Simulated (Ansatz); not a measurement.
Planning a GW calculation on Ta2O5 (P2/m).

```xyz
7
Lattice="3.8414 0.0000 0.0000 0.0000 3.8627 0.0000 -1.8189 0.0000 6.5290" Properties=species:S:1:pos:R:3 pbc="T T T"
Ta    1.0558    0.0000    5.1665
Ta    0.9667    0.0000    1.3625
O     1.0914    1.9314    5.2123
O     0.9311    1.9314    1.3167
O    -0.8547    0.0000    5.6843
O     2.8771    0.0000    0.8447
O     1.0112    0.0000    3.2645
```

The cell and positions are those that the Materials Project relaxed with its own functionals (PBE, PBE+U or r2SCAN), kept fixed. Spin-orbit coupling is left out unless a run names it.

Runs so far (Ansatz 0.2.0, start LDA, PAW set soft_1 files, 4×4×4 mesh). Times are wall times on 1 × NVIDIA H100 80GB HBM3 (shared by 6 runs) with 3 threads of AMD EPYC 7R13 (Zen 3), shared host, good to a factor of about two.

```
bands summed  cutoff (eV)  gap on the mesh (eV)  time
         154           69                 3.514  22 s
         384          138                 3.527  57 s
```

**Question.** What should the next rung give, with 795 bands and screening to 230 eV, and where is the limit?

The error falls about as one over the bands when the cutoff rises with them. A line through the two highest rungs given predicts 3.532 eV; the run gave 3.603 eV, a miss of 0.072 eV, so the law fails here: the steps don't follow it yet. The two highest rungs put the limit near 3.674 eV, the pair below near 3.536 eV; neither can be trusted until a further rung is run.

Gaps are over the mesh's points; an edge off the mesh would be missed. Limits: not at the basis limit; no spin-orbit coupling; coarse k mesh.

[Paths, hosts, dates, memory and timing lines, banners, echoed tables and standing remarks are left out of the program output.]

[Logs are printed without paths, hosts, clocks, repeated set-up lines and the standing remarks that a program may print on its own settings, such as how far it seeks lower states.]

[Runs of the session that timed out or met a known fault of the program may be left out.]

[Cells called generated may have been cut or substituted from an entry of the Crystallography Open Database or the Materials Project.]

[No measured gap is set beside runs whose start may be inverted or whose files or cutoffs have a known fault.]

[Hosts, paths, dates, database ids (printed as entryN), source tags and the programs' standing remarks are cut or masked in the printed files.]
